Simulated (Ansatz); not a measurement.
## Localised basis functions on 60-degree dislocation dipole in Si (shuffle set) (120 atoms)

Wanted: errors and times of a linear-scaling basis for 60-degree dislocation dipole in Si (shuffle set) (120 atoms). A setting counts as converged where the r.m.s. difference of forces stays under 1 % of the r.m.s. force.

Main program and level: Ansatz 0.2.0; Kohn-Sham DFT, PBE, PAW (set soft_2), plane waves.

Most raw output is cut from this account.

## (1) Set-up

The cell holds 120 atoms: 120 Si. Cell: a = 33.258 Å, b = 18.911 Å, c = 3.840 Å, α = 92.9°, β = 90.0°, γ = 85.0°. It derives from Si (diamond-structure). Diamond-structure Si (a = 5.431 Å), x, y, z along [11-2], [111], [1-10], 5 x 2 x 1 period; two opposite 60-degree dislocations along z, half a cell apart on one glide plane, laid by the isotropic elastic field summed over images, cell tilted by half the Burgers vector; not relaxed, displaced by a Gaussian of 0.02 Å.

Before any run, some limits are plain. The cell is under 6 Å thick along one periodic direction, so every atom has periodic images of itself close by, which move with it and show among its neighbours and in g(r). The host structure and its lattice constant were typed by rule, without a check against the phase diagram.

## (2) Plane-wave single point

This run is the reference for what follows, at a cutoff of 420 eV.

Input file input.yaml:

```yaml
crystal:
  lattice:
    - [33.25795, 0.0, 0.0]
    - [1.6629, 18.81354, -0.96005]
    - [0.0, 0.0, 3.8403]
  atoms:
    - { symbol: Si, position: [0.88901, 0.00636, 0.58736] }
    - { symbol: Si, position: [0.88264, 0.13293, 0.59047] }
    - { symbol: Si, position: [0.95079, 0.16165, 0.60123] }
    - { symbol: Si, position: [0.94705, 0.28851, 0.59385] }
    - { symbol: Si, position: [0.78788, 0.01789, 0.09247] }
    - { symbol: Si, position: [0.78149, 0.14311, 0.10691] }
    - { symbol: Si, position: [0.84788, 0.17918, 0.10447] }
    - { symbol: Si, position: [0.84437, 0.30458, 0.12424] }
    - { symbol: Si, position: [0.9133, 0.333, 0.10765] }
    - { symbol: Si, position: [0.91419, 0.45632, 0.10614] }
    - { symbol: Si, position: [0.68821, 0.01613, 0.57432] }
    - { symbol: Si, position: [0.68129, 0.14084, 0.61912] }
    - { symbol: Si, position: [0.74583, 0.18672, 0.63353] }
    - { symbol: Si, position: [0.74066, 0.31404, 0.65099] }
    - { symbol: Si, position: [0.80712, 0.35241, 0.63548] }
    - { symbol: Si, position: [0.8069, 0.47397, 0.64197] }
    - { symbol: Si, position: [0.88196, 0.50271, 0.60541] }
    - { symbol: Si, position: [0.88978, 0.62584, 0.58413] }
    - { symbol: Si, position: [0.95681, 0.66104, 0.59014] }
    - { symbol: Si, position: [0.95934, 0.78695, 0.58674] }
    - { symbol: Si, position: [0.58939, 0.0045, 0.07216] }
    - { symbol: Si, position: [0.58158, 0.12868, 0.12128] }
    - { symbol: Si, position: [0.64653, 0.1814, 0.14815] }
    - { symbol: Si, position: [0.63702, 0.30357, 0.18338] }
    - { symbol: Si, position: [0.70379, 0.35708, 0.18377] }
    - { symbol: Si, position: [0.69401, 0.48513, 0.23899] }
    - { symbol: Si, position: [0.77092, 0.52392, 0.14449] }
    - { symbol: Si, position: [0.79879, 0.64831, 0.05718] }
    - { symbol: Si, position: [0.86048, 0.67537, 0.07285] }
    - { symbol: Si, position: [0.86157, 0.80347, 0.07752] }
    - { symbol: Si, position: [0.92632, 0.83439, 0.07931] }
    - { symbol: Si, position: [0.92234, 0.96032, 0.0877] }
    - { symbol: Si, position: [0.49085, 0.98566, 0.56011] }
    - { symbol: Si, position: [0.48283, 0.11013, 0.62486] }
    - { symbol: Si, position: [0.54586, 0.16472, 0.63379] }
    - { symbol: Si, position: [0.53578, 0.2893, 0.69208] }
    - { symbol: Si, position: [0.59988, 0.34092, 0.70434] }
    - { symbol: Si, position: [0.58619, 0.46377, 0.77437] }
    - { symbol: Si, position: [0.65155, 0.51404, 0.78898] }
    - { symbol: Si, position: [0.71819, 0.64163, 0.40959] }
    - { symbol: Si, position: [0.7705, 0.69752, 0.51587] }
    - { symbol: Si, position: [0.76617, 0.81376, 0.54101] }
    - { symbol: Si, position: [0.829, 0.85069, 0.56009] }
    - { symbol: Si, position: [0.82368, 0.97405, 0.57896] }
    - { symbol: Si, position: [0.39072, 0.96911, 0.06571] }
    - { symbol: Si, position: [0.38327, 0.09407, 0.10612] }
    - { symbol: Si, position: [0.44696, 0.14645, 0.13425] }
    - { symbol: Si, position: [0.4363, 0.27282, 0.1974] }
    - { symbol: Si, position: [0.49857, 0.32463, 0.21802] }
    - { symbol: Si, position: [0.48429, 0.44915, 0.28714] }
    - { symbol: Si, position: [0.54554, 0.49625, 0.31106] }
    - { symbol: Si, position: [0.62785, 0.62431, 0.88167] }
    - { symbol: Si, position: [0.68281, 0.67685, 0.92222] }
    - { symbol: Si, position: [0.66879, 0.80439, 0.9853] }
    - { symbol: Si, position: [0.73058, 0.85461, 0.03429] }
    - { symbol: Si, position: [0.72368, 0.97854, 0.07039] }
    - { symbol: Si, position: [0.29286, 0.95522, 0.56117] }
    - { symbol: Si, position: [0.28526, 0.08492, 0.60203] }
    - { symbol: Si, position: [0.34833, 0.13007, 0.63182] }
    - { symbol: Si, position: [0.33974, 0.25596, 0.67458] }
    - { symbol: Si, position: [0.39934, 0.3088, 0.7125] }
    - { symbol: Si, position: [0.3864, 0.43546, 0.77405] }
    - { symbol: Si, position: [0.4456, 0.48653, 0.80727] }
    - { symbol: Si, position: [0.52803, 0.6125, 0.37857] }
    - { symbol: Si, position: [0.58949, 0.66284, 0.40676] }
    - { symbol: Si, position: [0.57292, 0.78878, 0.47224] }
    - { symbol: Si, position: [0.63478, 0.84246, 0.49925] }
    - { symbol: Si, position: [0.62596, 0.96615, 0.56489] }
    - { symbol: Si, position: [0.19018, 0.95711, 0.06464] }
    - { symbol: Si, position: [0.18476, 0.08279, 0.1047] }
    - { symbol: Si, position: [0.24953, 0.12096, 0.11561] }
    - { symbol: Si, position: [0.24319, 0.2433, 0.14603] }
    - { symbol: Si, position: [0.30558, 0.29112, 0.19073] }
    - { symbol: Si, position: [0.29305, 0.42014, 0.25281] }
    - { symbol: Si, position: [0.34853, 0.47358, 0.29156] }
    - { symbol: Si, position: [0.4286, 0.59788, 0.87662] }
    - { symbol: Si, position: [0.48882, 0.64822, 0.90048] }
    - { symbol: Si, position: [0.47499, 0.77291, 0.97481] }
    [... 36 atom lines left out ...]
    - { symbol: Si, position: [0.0575, 0.64754, 0.08137] }
    - { symbol: Si, position: [0.05978, 0.77053, 0.07651] }
    - { symbol: Si, position: [0.12886, 0.79959, 0.07206] }
    - { symbol: Si, position: [0.12549, 0.92523, 0.07992] }
    - { symbol: Si, position: [0.02515, 0.81699, 0.58123] }
    - { symbol: Si, position: [0.02317, 0.94182, 0.58097] }
kpoints:
  mp_grid: { grid: [1, 1, 4] }
hamiltonian:
  xc: pbe
scf:
  occupations: { method: gaussian, width: 0.025 }
output:
  forces: true
  stress: true
  populations: true
  dos:
    method: { smearing: { sigma: 0.08 } }
    de: 0.1
    projected: { site_lists: { Si: [Si] } }
  eigenvalues: true
  write_density: true
  write_potential: true
  volumetric_format: npy
  elf: true
```

Started as:

```console
$ ansatz run input.yaml --threads 4 --pin off --max-ram 8192MiB --backend cpu --events-out ev --progress --plain --runs-dir out
```

The job ended after 4.4 min (4 threads of Arm Neoverse V1, shared host; peak memory 5.1 GiB; 17 min of CPU time).

The program notes that it cut back its work space to fit the memory limit.

Numbers from this run:

| Property | Result |
| --- | --- |
| free energy | -76282.3437 eV |
| free energy per atom | -635.6862 eV/atom |
| SCF cycles | 9 |
| pressure | 2.827 GPa |
| r.m.s. force component | 0.7439 eV/Å |
| longest force | 3.756 eV/Å |
| Fermi energy | 6.461 eV |
| levels partly filled by over 2 per cent | 2 |
| spilling of the projection | 0.009827 |

The r.m.s. force component of 0.74 eV/Å sets the scale for the differences below.

## (3) Support functions medium

With localised support functions most steps grow linearly with size, though the diagonalisation grows faster unless the density matrix is cut; this run measures error and cost at this size. The level medium gives here a grid of 144×90×18 points and a radius of 4.06 Å.

This step: Kohn-Sham DFT, PBE, PAW (set soft_2), localised support functions (medium) (Ansatz 0.2.0).

input.yaml, the sections that differ from step 2:

```yaml
scf:
  occupations: { method: gaussian, width: 0.025 }
  eigensolver: { kind: { support_functions: { accuracy: medium } } }
  max_iter: 150
output:
  forces: true
  eigenvalues: true
# crystal, kpoints, hamiltonian: as in step 2
```

Elapsed: 3.1 min, on 4 threads; peak memory 3.8 GiB; 12 min of CPU time.

The program notes that the band table was not solved further than the SCF left it and it switched symmetry off.

Keys that differ from the reference: support_functions.accuracy = "medium" and scf.max_iter = 150.

Forces differ from the reference by 0.20 meV/Å r.m.s., 0.026 % of their size, well within a tolerance of 1 %; the energy by -0.24 meV/atom. The two runs also began from different starting densities, which bears on cycles and time.

## (4) Support functions low

The level low is asked for. Here it resolves to the same grid and radius as in the run with support functions medium, so the basis is not new.

This step: Kohn-Sham DFT, PBE, PAW (set soft_2), localised support functions (low) (Ansatz 0.2.0).

input.yaml, the sections that differ from step 3:

```yaml
scf:
  occupations: { method: gaussian, width: 0.025 }
  eigensolver: { kind: { support_functions: { accuracy: low } } }
  max_iter: 150
# crystal, kpoints, hamiltonian, output: as in step 3
```

Run time: 3 min. Hardware: 4 threads; peak memory 3.8 GiB.

Keys that differ from the reference: support_functions.accuracy = "low" and scf.max_iter = 150.

Forces differ from the reference by 0.20 meV/Å r.m.s., 0.026 % of their size, well within a tolerance of 1 %; the energy by -0.24 meV/atom. The two runs also began from different starting densities, which bears on cycles and time.

## (5) Support functions high

With localised support functions most steps grow linearly with size, though the diagonalisation grows faster unless the density matrix is cut; this run measures error and cost at this size. The level high gives here a grid of 162×90×18 points and a radius of 4.86 Å.

This step: Kohn-Sham DFT, PBE, PAW (set soft_2), localised support functions (high) (Ansatz 0.2.0).

input.yaml, the sections that differ from step 4:

```yaml
scf:
  occupations: { method: gaussian, width: 0.025 }
  eigensolver: { kind: { support_functions: { accuracy: high } } }
  max_iter: 150
# crystal, kpoints, hamiltonian, output: as in step 4
```

Run time: 6.8 min. Hardware: 4 threads; peak memory 5.1 GiB; 27 min of CPU time.

Keys that differ from the reference: support_functions.accuracy = "high" and scf.max_iter = 150.

Forces differ from the reference by 0.09 meV/Å r.m.s., 0.012 % of their size, well within a tolerance of 1 %; the energy by -0.28 meV/atom. It took 6.8 min and 15 cycles; the reference's time can't be set against it, since the two runs asked for unlike analyses. The two runs also began from different starting densities, which bears on cycles and time.

## (6) Support functions medium, radius 3.94 Å

The radius confines each support function; a larger one gives more freedom and more work per atom.

This step: Kohn-Sham DFT, PBE, PAW (set soft_2), localised support functions (medium) (Ansatz 0.2.0).

input.yaml, the sections that differ from step 5:

```yaml
scf:
  occupations: { method: gaussian, width: 0.025 }
  eigensolver: { kind: { support_functions: { accuracy: medium, radius: 3.94 } } }
  max_iter: 150
# crystal, kpoints, hamiltonian, output: as in step 5
```

Elapsed: 2.7 min, on 4 threads; peak memory 3.6 GiB.

Keys that differ from the reference: support_functions.accuracy = "medium", support_functions.radius = 3.94 and scf.max_iter = 150.

Forces differ from the reference by 0.26 meV/Å r.m.s., 0.035 % of their size, well within a tolerance of 1 %; the energy by -0.24 meV/atom. The two runs also began from different starting densities, which bears on cycles and time.

## (7) Support functions medium, radius 4.26 Å

input.yaml, the sections that differ from step 6:

```yaml
scf:
  occupations: { method: gaussian, width: 0.025 }
  eigensolver: { kind: { support_functions: { accuracy: medium, radius: 4.26 } } }
  max_iter: 150
# crystal, kpoints, hamiltonian, output: as in step 6
```

Wall time 3.4 min (4 threads); peak memory 3.9 GiB; 14 min of CPU time.

Keys that differ from the reference: support_functions.accuracy = "medium", support_functions.radius = 4.26 and scf.max_iter = 150.

Forces differ from the reference by 0.16 meV/Å r.m.s., 0.021 % of their size, well within a tolerance of 1 %; the energy by -0.23 meV/atom. The two runs also began from different starting densities, which bears on cycles and time.

## (8) Support functions medium, radius 4.55 Å

input.yaml, the sections that differ from step 7:

```yaml
scf:
  occupations: { method: gaussian, width: 0.025 }
  eigensolver: { kind: { support_functions: { accuracy: medium, radius: 4.55 } } }
  max_iter: 150
# crystal, kpoints, hamiltonian, output: as in step 7
```

The job ended after 4 min (4 threads; peak memory 4.2 GiB).

Keys that differ from the reference: support_functions.accuracy = "medium", support_functions.radius = 4.55 and scf.max_iter = 150.

Forces differ from the reference by 0.12 meV/Å r.m.s., 0.016 % of their size, well within a tolerance of 1 %; the energy by -0.23 meV/atom. The two runs also began from different starting densities, which bears on cycles and time.

## (9) Support functions medium, radius 4.87 Å

input.yaml, the sections that differ from step 8:

```yaml
scf:
  occupations: { method: gaussian, width: 0.025 }
  eigensolver: { kind: { support_functions: { accuracy: medium, radius: 4.87 } } }
  max_iter: 150
# crystal, kpoints, hamiltonian, output: as in step 8
```

Run time: 4.7 min. Hardware: 4 threads; peak memory 4.6 GiB; 19 min of CPU time.

Keys that differ from the reference: support_functions.accuracy = "medium", support_functions.radius = 4.87 and scf.max_iter = 150.

Forces differ from the reference by 0.11 meV/Å r.m.s., 0.015 % of their size, well within a tolerance of 1 %; the energy by -0.23 meV/atom. The two runs also began from different starting densities, which bears on cycles and time.

## (10) Support functions medium, radius 5.48 Å

input.yaml, the sections that differ from step 9:

```yaml
scf:
  occupations: { method: gaussian, width: 0.025 }
  eigensolver: { kind: { support_functions: { accuracy: medium, radius: 5.48 } } }
  max_iter: 150
# crystal, kpoints, hamiltonian, output: as in step 9
```

Run time: 7.2 min. Hardware: 4 threads; peak memory 5.7 GiB.

Keys that differ from the reference: support_functions.accuracy = "medium", support_functions.radius = 5.48 and scf.max_iter = 150.

Forces differ from the reference by 0.095 meV/Å r.m.s., 0.013 % of their size, well within a tolerance of 1 %; the energy by -0.23 meV/atom. It took 7.2 min and 13 cycles; the reference's time can't be set against it, since the two runs asked for unlike analyses. The two runs also began from different starting densities, which bears on cycles and time.

## (11) Support functions medium, radius 6.09 Å

input.yaml, the sections that differ from step 10:

```yaml
scf:
  occupations: { method: gaussian, width: 0.025 }
  eigensolver: { kind: { support_functions: { accuracy: medium, radius: 6.09 } } }
  max_iter: 150
# crystal, kpoints, hamiltonian, output: as in step 10
```

The job ended after 8.6 min (4 threads; peak memory 7 GiB; 34 min of CPU time).

Keys that differ from the reference: support_functions.accuracy = "medium", support_functions.radius = 6.09 and scf.max_iter = 150.

Forces differ from the reference by 0.09 meV/Å r.m.s., 0.012 % of their size, well within a tolerance of 1 %; the energy by -0.23 meV/atom. It took 8.6 min and 12 cycles; the reference's time can't be set against it, since the two runs asked for unlike analyses. The two runs also began from different starting densities, which bears on cycles and time.

## (12) Support functions medium, radius 3.45 Å

input.yaml, the sections that differ from step 11:

```yaml
scf:
  occupations: { method: gaussian, width: 0.025 }
  eigensolver: { kind: { support_functions: { accuracy: medium, radius: 3.45 } } }
  max_iter: 150
# crystal, kpoints, hamiltonian, output: as in step 11
```

It took 0.57 s on 4 threads; peak memory 0.22 GiB.

The program refuses radii under 3.86 Å for these atoms at this level.

## (13) All settings compared

Differences are against the plane-wave reference (Kohn-Sham DFT, PBE, PAW (set soft_2), plane waves), whose r.m.s. force component is 0.744 eV/Å. Energies are set beside the reference only for runs with its functional, potentials and electron count. Times are for 4 threads of Arm Neoverse V1, shared host. The reference's time includes the DOS, ELF, the stress and grids, which some other runs skip.

```
                                    run  Δ force, r.m.s. (meV/Å)  share of r.m.s. force (%)  Δ energy (meV/atom)  cycles     time  host memory (GiB)
                              reference                        -                          -                    -       9  4.4 min                5.1
               support functions medium                    0.197                     0.0265               -0.236      12  3.1 min                3.8
                  support functions low                    0.197                     0.0265               -0.236      12    3 min                3.8
                 support functions high                     0.09                     0.0122               -0.283      15  6.8 min                5.1
support functions medium, radius 3.94 Å                    0.257                     0.0345               -0.239      12  2.7 min                3.6
support functions medium, radius 4.26 Å                    0.157                     0.0211               -0.234      12  3.4 min                3.9
support functions medium, radius 4.55 Å                    0.117                     0.0157               -0.233      12    4 min                4.2
support functions medium, radius 4.87 Å                    0.112                     0.0151               -0.233      12  4.7 min                4.6
support functions medium, radius 5.48 Å                    0.095                     0.0127               -0.233      13  7.2 min                5.7
support functions medium, radius 6.09 Å                     0.09                     0.0121               -0.233      12  8.6 min                7.0
```

[end of part 1 of 2]

[Logs are printed without paths, hosts, clocks, repeated set-up lines and the standing remarks that a program may print on its own settings, such as how far it seeks lower states.]

[Hosts, paths, dates, database ids (printed as entryN), source tags and the programs' standing remarks are cut or masked in the printed files.]
